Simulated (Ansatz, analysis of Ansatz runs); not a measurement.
# Pt adatom (hollow) on monolayer P

What does the Pt adatom (hollow) do on monolayer P: height, moment, energy and levels? Model: a cell of 48 host atoms with 1 Pt put in.

Calculated with Ansatz 0.2.0; plane-wave PAW DFT, PBEsol and HSE06; supercells relaxed in a periodic cell with vacuum, the primitive cell and the final single points with the Coulomb interaction cut along the normal.

**1. The structure**

The cell holds 49 atoms: 48 P and 1 Pt. Cell: a = 13.140 Å, b = 13.280 Å, c = 36.000 Å, α = 90.0°, β = 90.0°, γ = 90.0°. It derives from P (P monolayer (from Cmce)), repeated 4×3×1. Vacuum lies along c. Nearest the centre at fractional (0.250, 0.498, 0.573): Pt49 at 0.00 Å, P7 at 2.39 Å, P19 at 2.39 Å, P17 at 2.70 Å, P21 at 2.73 Å, P18 at 3.97 Å, P20 at 4.03 Å, P8 at 4.03 Å.

Coordinates:

```xyz
49
Lattice="13.1404 0.0000 0.0000 0.0000 13.2797 0.0000 0.0000 0.0000 36.0000" Properties=species:S:1:pos:R:3
P     0.0000   -0.0070   19.0583
P     0.0000    0.7213   16.9417
P     1.6426    2.9346   19.0583
P     1.6426    2.2062   16.9417
P     0.0000    4.4195   19.0583
P     0.0000    5.1479   16.9417
P     1.6426    7.3612   19.0583
P     1.6426    6.6328   16.9417
P     0.0000    8.8461   19.0583
P     0.0000    9.5744   16.9417
P     1.6426   11.7877   19.0583
P     1.6426   11.0594   16.9417
P     3.2851   -0.0070   19.0583
P     3.2851    0.7213   16.9417
P     4.9277    2.9346   19.0583
P     4.9277    2.2062   16.9417
P     3.2851    4.4195   19.0583
P     3.2851    5.1479   16.9417
P     4.9277    7.3612   19.0583
P     4.9277    6.6328   16.9417
P     3.2851    8.8461   19.0583
P     3.2851    9.5744   16.9417
P     4.9277   11.7877   19.0583
P     4.9277   11.0594   16.9417
P     6.5702   -0.0070   19.0583
P     6.5702    0.7213   16.9417
P     8.2128    2.9346   19.0583
P     8.2128    2.2062   16.9417
P     6.5702    4.4195   19.0583
P     6.5702    5.1479   16.9417
P     8.2128    7.3612   19.0583
P     8.2128    6.6328   16.9417
P     6.5702    8.8461   19.0583
P     6.5702    9.5744   16.9417
P     8.2128   11.7877   19.0583
P     8.2128   11.0594   16.9417
P     9.8553   -0.0070   19.0583
P     9.8553    0.7213   16.9417
P    11.4979    2.9346   19.0583
P    11.4979    2.2062   16.9417
P     9.8553    4.4195   19.0583
P     9.8553    5.1479   16.9417
P    11.4979    7.3612   19.0583
P    11.4979    6.6328   16.9417
P     9.8553    8.8461   19.0583
P     9.8553    9.5744   16.9417
P    11.4979   11.7877   19.0583
P    11.4979   11.0594   16.9417
Pt    3.2851    6.6164   20.6254
```

The cell's shortest repeat is 13.1 Å.

**2. The perfect sheet**

One layer is cut from the bulk crystal and relaxed, atoms and in-plane cell, with the Coulomb interaction cut along the normal so that the layer doesn't feel its images.

File cell/input.yaml:

```yaml
crystal:
  lattice:
    - [3.3164, 0.0, 0.0]
    - [0.0, 4.3793, 0.0]
    - [0.0, 0.0, 26.130768]
  atoms:
    - { symbol: P, position: [0.0, 0.0, 0.5407712] }
    - { symbol: P, position: [0.0, 0.16136, 0.4592288] }
    - { symbol: P, position: [0.5, 0.66136, 0.5407712] }
    - { symbol: P, position: [0.5, 0.5, 0.4592288] }
  periodic: [true, true, false]
basis:
  ecutwfc: 420
  xc_grid: 2
hamiltonian:
  xc: pbesol
kpoints:
  mp_grid: { grid: [10, 8, 1] }
scf:
  occupations: { method: fermi_dirac, width: 0.02 }
  max_iter: 60
relax:
  f_tol: 0.005
  max_steps: 60
  cell: {}
output:
  forces: true
checkpoint:
  write: "../cell.run"
  compress: false
  write_wavefunctions: false
  write_every: 100000
```

The run is started by

```bash
> ansatz run input.yaml --threads 4 --pin off --max-ram 10362MiB --backend cpu --events-out ev --progress --plain --runs-dir out
```

Numbers of over 12 decimals in the logs are rounded to 6 here.

Output:

```text
[... repeated set-up lines and file paths are left out, and long positions are rounded to six places ...]
Warning: crystal.periodic: the lattice vector that does not repeat stood 0.000° off the slab's normal, 26.131 Å along it as the deck builds it. [...]
crystal.periodic: the lattice vector that does not repeat stood 0.000° off the slab's normal, 26.131 Å along it as the deck builds it. [...]
Engine: ansatz 0.2.0, aarch64-unknown-linux-gnu
Pseudopotentials: kind: paw
Pseudopotential: P, paw, valence charge 5, recommended cutoff 420 eV (normal), P.paw.azcp
Functional definition: PBEsol
  exchange = pbesol_x
  correlation = pbesol_c
Crystal: 4 atoms, lattice volume = 407.552 Å³
Basis set: ecut = 420 eV, 8013 PW (Γ), exchange–correlation on 48×60×384 points (8 copies of the dense FFT grid, shifted against one another)
Bands: 14, of which v1, the nominal top of the filled ones, is band 10 counted from 1 (9 counted from 0)
Symmetry: 8 space group operations
Space group: Pmna (ITA 53), of the structure as read, at distance tolerance 7.4e-5 Å
k-points: 30 of 80
Non-local potential: P, projectors of the file, l = 0: 2, l = 1: 2, l = 2: 2
PAW form: soft (Blöchl's): semilocal exchange-correlation on the pseudo side does not see the compensation charge
PAW frozen core: P, regenerated for the run's functional, and the local potential with it (the file was generated under x = pbe(κ = 0.804, μ = 0.219515), c = pbe(β = 0.066725))
PAW one-centre angular grid: P, 110 points (default); XC on 64 Gauss nodes
Initial density: superposition of atomic densities (neutral atoms: chi_scale 0, normalization atom), corrected by the library's trained network
Initial wavefunctions: pseudopotential atomic-orbital guess
Functional: x = pbesol(κ = 0.804, μ = 0.123457), c = pbesol(β = 0.046)
SCF iter   1: F=—  HF=-2959.926876 eV  |F-HF|=—  |Δ(HF+E_count)|=         —  Δρ=1.54e-3  dr2=1.11e-2  ethr=1.77e-3  ⟨swp⟩=13.5  Hψ=4611  notcnv=0
preconditioner: auto → Resta (q_TF=auto, 1.651 Å⁻¹)  ε∞=1.9  [insulator: Δε(μ)=0.627 eV  Ē_g=8.804 eV  σ=0.020 eV  W_gap=1.00  n_scr=28 (ndim 8)  ℏωp=8.2 eV  f_vac=0.761  D(μ)=0.00/eV (n_scr^D=0)  ε∞_Penn≈1.9  vacuum switching on, ρ_ref=5.6e-3 e/Å³]
SCF iter   2: F=—  HF=-2959.925092 eV  |F-HF|=—  |Δ(HF+E_count)|=   1.78e-3  Δρ=6.60e-4  dr2=1.58e-3  ethr=5.55e-5  ⟨swp⟩=3.8  Hψ=1335  notcnv=0
SCF iter   3: F=—  HF=-2959.925137 eV  |F-HF|=—  |Δ(HF+E_count)|=   4.49e-5  Δρ=1.29e-4  dr2=7.18e-5  ethr=7.89e-6  ⟨swp⟩=2.6  Hψ=814  notcnv=0
SCF iter   4: F=—  HF=-2959.925183 eV  |F-HF|=—  |Δ(HF+E_count)|=   4.56e-5  Δρ=3.48e-5  dr2=8.39e-6  ethr=3.59e-7  ⟨swp⟩=3.2  Hψ=901  notcnv=0
SCF iter   5: F=—  HF=-2959.925185 eV  |F-HF|=—  |Δ(HF+E_count)|=   2.59e-6  Δρ=1.11e-5  dr2=4.23e-7  ethr=4.20e-8  ⟨swp⟩=2.6  Hψ=768  notcnv=0
[...]
relax step   5: F+E_penalty+E_count = -2959.92940558 eV  Δ(F+E_penalty+E_count) = +1.479e-4 eV  max|allowed force component| = 4.117e-2 eV/Å  Δτ_max = 0.0026 Å  P = -0.174 N/m  Ω = 409.542 Å³  energy of the carried Pulay correction = -7.536e-5 eV  fix = [c, alpha, beta]  (5 SCF iters, dr2 threshold 2.79e-8 eV, rejected (line search))
[...]
relax step   7: F+E_penalty+E_count = -2959.92977579 eV  Δ(F+E_penalty+E_count) = -4.575e-5 eV  max|allowed force component| = 6.748e-4 eV/Å  Δτ_max = 0.0000 Å  P = +0.016 N/m  Ω = 408.063 Å³  fix = [c, alpha, beta]  reactions: c +0.000 N/m  stress off target by 3.37e-2 N/m on what of the cell is left free  SCF on the basis re-selected at this cell (its energy is not comparable with the rows above)  (6 SCF iters)
basis re-selected at this cell: Δ(F+E_penalty+E_count) = -4.575e-5 eV, ΔP = +0.001 N/m vs the last step (what re-selecting the basis moved, of the pressure what is left beyond the Pulay correction that the steps carried, after the strain that the cell walked [...]
SCF converged after 6 iterations
Free energy (F): -2959.929776 eV
Harris-Foulkes:  -2959.929776 eV  (|F-HF|=5.60e-10)
Internal energy: -2959.929776 eV  (E = F + TS)
E sigma→0 (E₀):  -2959.929776 eV
Fermi energy:    -4.588661 eV
--- Per-component energies (eV) ---
  E_band       = -223.792762
  E_kinetic    = 280.197355
  E_local      = -14270.969101  (includes V_loc(G=0)·N_el)
  E_nonlocal   = 136.512938
  E_hartree    = 6951.177314
  E_xc         = -242.935432
  E_vxc        = -241.276864  (∫ρ·V_xc dr)
  E_paw        = -2216.507028  (= ΣΔE_a)
  E_vpaw       = -30.611822  (= ΣTr[D̂ρ^β])
  E_aug_tail   = 0.000012  (compensation charges beyond the density's cutoff)
  E_ewald      = 6402.409781
  E_core_change = 0.184384  (= ΣΔE_core)
  E_smearing   = -0.000000  (= −TS)
  E_closure    = -0.000000  (closes the sum)
  Σ components = -2959.929776   (vs F -2959.929776, Δ=0.00e0)
--- Forces (eV/Å), atoms counted from 1 ---
  atom   1  P      0.00000000     0.00010989     0.00067477
  atom   2  P      0.00000000    -0.00010989    -0.00067477
  atom   3  P      0.00000000    -0.00010989     0.00067477
  atom   4  P      0.00000000     0.00010989    -0.00067477
  max |Σ_I F_I| component: 1.08e-19 eV/Å
--- 2D stress c σ (N/m, compression-positive) ---
       -0.001118       0.000000       0.000000
        0.000000       0.033671       0.000000
        0.000000       0.000000       0.000000
  P = ½ c Tr σ = 0.0163 N/m
--- Relaxed structure (6 steps of the walk, 5 accepted, 1 SCFs on fresh bases) ---
  F+E_penalty+E_count = -2959.92977579 eV   max|allowed force component| = 6.748e-4 eV/Å   (the final SCF, on the basis selected at the relaxed cell)
  cell:  # Å, volume = 408.0627 Å³
    - [3.285103, 0.0, 0.0]
    - [0.0, 4.426562, 0.0]
    - [0.0, 0.0, 28.061531]
  atoms:
    - { symbol: P, position: [0, -0.001592, 0.503310] }
    - { symbol: P, position: [0, 0.162952, 0.427885] }
    - { symbol: P, position: [0.5, 0.662952, 0.503310] }
    - { symbol: P, position: [0.5, 0.498408, 0.427885] }
```

Run time: 14 s. Hardware: 4 threads of Arm Neoverse V2, shared host; peak memory 0.67 GiB; 53 s of CPU time.

The in-plane vectors went from 3.316 and 4.379 Å, as in the bulk, to 3.285 and 4.427 Å; the layer is 2.12 Å thick between its outer atoms.

**3. Does the sheet stay flat and symmetric?**

The defect-free supercell is relaxed from atoms displaced by 0.08 Å at random. A buckling or a charge-density wave of the sheet itself would otherwise be counted to the defect.

File pristine.relax/input.yaml:

```yaml
crystal:
  lattice:
    - [13.1404119007, 0.0, 0.0]
    - [0.0, 13.2796871632, 0.0]
    - [0.0, 0.0, 14.0]
  atoms:
    - { symbol: P, position: [0.0, -0.0005305297, 0.5755906197] }
    - { symbol: P, position: [0.0, 0.0543171963, 0.4244093803] }
    - { symbol: P, position: [0.125, 0.220983863, 0.5755906197] }
    - { symbol: P, position: [0.125, 0.166136137, 0.4244093803] }
[... 38 atom lines left out ...]
    - { symbol: P, position: [0.875, 0.5543171963, 0.5755906197] }
    - { symbol: P, position: [0.875, 0.4994694703, 0.4244093803] }
    - { symbol: P, position: [0.75, 0.666136137, 0.5755906197] }
    - { symbol: P, position: [0.75, 0.720983863, 0.4244093803] }
    - { symbol: P, position: [0.875, 0.8876505297, 0.5755906197] }
    - { symbol: P, position: [0.875, 0.8328028037, 0.4244093803] }
basis:
  ecutwfc: 420
  xc_grid: 2
hamiltonian:
  xc: pbesol
kpoints:
  mp_grid: { grid: [2, 2, 1] }
scf:
  occupations: { method: fermi_dirac, width: 0.01 }
  max_iter: 60
output:
  forces: true
relax:
  f_tol: 0.015
  max_steps: 100
  random_displacement: { amplitude: 0.08, seed: 9518 }
```

Output:

```text
[...]
Crystal: 48 atoms, lattice volume = 2443.008 Å³
Basis set: ecut = 420 eV, 47705 PW (Γ), exchange–correlation on 180×180×192 points (8 copies of the dense FFT grid, shifted against one another)
Bands: 168, of which v1, the nominal top of the filled ones, is band 120 counted from 1 (119 counted from 0)
Symmetry: 1 space group operations
k-points: 4
[...]
SCF iter   1: F=—  HF=-35517.713683 eV  |F-HF|=—  |Δ(HF+E_count)|=         —  Δρ=2.20e-3  dr2=1.49e-1  ethr=1.77e-3  ⟨swp⟩=8.5  Hψ=3951  notcnv=0  defer=73
[...]
SCF iter   8: F=-35517.692913 eV  HF=-35517.692913 eV  |F-HF|=7.42e-7  |Δ(HF+E_count)|=   1.10e-6  Δρ=3.46e-6  dr2=1.33e-6  ethr=2.34e-9  ⟨swp⟩=5.0  Hψ=1890  notcnv=0
SCF 1 converged in 8 iterations: F = -35517.692913 eV  dr2 = 1.33e-6
[...]
atom  46  P      0.00172219     0.00384612     0.00543745
  atom  47  P     -0.00170372    -0.00095763    -0.00249054
  atom  48  P     -0.00049026     0.00179207     0.00495032
  max |Σ_I F_I| component: 5.64e-5 eV/Å
--- Relaxed structure (5 steps of the walk, 5 accepted, 0 SCFs on fresh bases) ---
  F+E_penalty+E_count = -35519.11233362 eV   max|allowed force component| = 1.229e-2 eV/Å
  atoms:
    - { symbol: P, position: [-0.000827, 6.690222734099224e-5, 0.576606] }
    - { symbol: P, position: [-0.000843, 0.054877, 0.425451] }
    - { symbol: P, position: [0.123936, 0.221752, 0.576836] }
    - { symbol: P, position: [0.124036, 0.166877, 0.425717] }
    - { symbol: P, position: [-0.000945, 0.333770, 0.576577] }
    - { symbol: P, position: [-0.001008, 0.388476, 0.425381] }
    - { symbol: P, position: [0.124237, 0.554713, 0.576961] }
    - { symbol: P, position: [0.124131, 0.500237, 0.425712] }
[...]
- { symbol: P, position: [0.748969, 0.666460, 0.577075] }
    - { symbol: P, position: [0.749037, 0.721355, 0.425941] }
    - { symbol: P, position: [0.874072, 0.888367, 0.576930] }
    - { symbol: P, position: [0.874051, 0.833192, 0.425909] }
[key lines of the parts left out:]
SCF converged after 2 iterations
Free energy (F): -35519.112334 eV
Fermi energy:    -0.097614 eV
```

Wall time 95 s (4 threads); peak memory 7.9 GiB; 6 min of CPU time.

A first try of the k-points missed the dense mesh's energy by 36 meV an atom, so the mesh was refined. At a 2×2×1 Γ-centred mesh the symmetric supercell lies within 1 meV an atom of the primitive cell's dense mesh.

It returns to the energy of the symmetric cell, so the symmetric sheet is kept as the host.

**4. Band edges against the vacuum level**

With the interaction cut along the normal, the potential far from the sheet is the zero of energy, so band edges and defect states of different cells share one scale, as long as a cell has no dipole along the normal.

File host/input.yaml:

```yaml
crystal:
  lattice:
    - [3.2851029752, 0.0, 0.0]
    - [0.0, 4.4265623877, 0.0]
    - [0.0, 0.0, 36.0]
  atoms:
    - { symbol: P, position: [0.0, -0.001591589, 0.5293963521] }
    - { symbol: P, position: [0.0, 0.162951589, 0.4706036479] }
    - { symbol: P, position: [0.5, 0.662951589, 0.5293963521] }
    - { symbol: P, position: [0.5, 0.498408411, 0.4706036479] }
  periodic: [true, true, false]
basis:
  ecutwfc: 420
  xc_grid: 2
hamiltonian:
  xc: pbesol
kpoints:
  mp_grid: { grid: [8, 6, 1] }
  band_path: { path: [VBM, CBM], npoints: 1 }
scf:
  occupations: { method: fixed }
  max_iter: 60
output:
  forces: true
  eigenvalues: true
  write_potential: true
  volumetric_format: npy
```

Output:

```text
[...]
Crystal: 4 atoms, lattice volume = 523.502 Å³
Basis set: ecut = 420 eV, 10285 PW (Γ), exchange–correlation on 48×60×486 points (8 copies of the dense FFT grid, shifted against one another)
Bands: 14, of which v1, the nominal top of the filled ones, is band 10 counted from 1 (9 counted from 0)
Symmetry: 8 space group operations
[...]
k-points: 20 of 48
[...]
SCF iter   1: F=—  HF=-2959.927128 eV  |F-HF|=—  |Δ(HF+E_count)|=         —  Δρ=1.34e-3  dr2=1.09e-2  ethr=1.77e-3  ⟨swp⟩=7.6  Hψ=2109  notcnv=0  defer=38
[...]
SCF iter   6: F=-2959.926037 eV  HF=-2959.926037 eV  |F-HF|=3.62e-8  |Δ(HF+E_count)|=   8.78e-7  Δρ=1.82e-6  dr2=1.53e-8  ethr=5.00e-10  ⟨swp⟩=22.7  Hψ=3925  notcnv=0
SCF 1 converged in 6 iterations: F = -2959.926037 eV  dr2 = 1.53e-8
[...]
NSCF: frozen V_eff on 16 k-points
[...]
SCF converged after 6 iterations
Free energy (F): -2959.926037 eV
[...]
Internal energy: -2959.926037 eV  (E = F + TS)
E sigma→0 (E₀):  -2959.926037 eV
Fermi energy:    -4.935880 eV
[...]
--- Forces (eV/Å), atoms counted from 1 ---
  atom   1  P      0.00000000     0.00685708    -0.00992707
  atom   2  P     -0.00000000    -0.00685708     0.00992707
  atom   3  P     -0.00000000    -0.00685708    -0.00992707
  atom   4  P      0.00000000     0.00685708     0.00992707
  max |Σ_I F_I| component: 5.55e-17 eV/Å
--- Band table (eV; the first three rows and the last of 20) ---
[...]
[... further k-points left out ...]
```

Wall time 6.2 s (4 threads); peak memory 0.72 GiB.

The column dr2 measures how far the density is from self-consistency, as an energy; F and HF (Harris–Foulkes) agree once it is small.

The band edges were searched for over the zone, on the density of this mesh. The valence top lies 4.93 eV and the conduction bottom 4.25 eV below the vacuum level: a gap of 0.68 eV.

(Continued in part 2 of 3.)

[Logs are printed without paths, hosts, clocks, repeated set-up lines and the standing remarks that a program may print on its own settings, such as how far it seeks lower states.]

[Hosts, paths, dates, database ids (printed as entryN), source tags and the programs' standing remarks are cut or masked in the printed files.]

[Maps of the electrostatic potential energy from Ansatz leave out the sawtooth potential of an applied field or a dipole correction, so their vacuum need not be flat.]
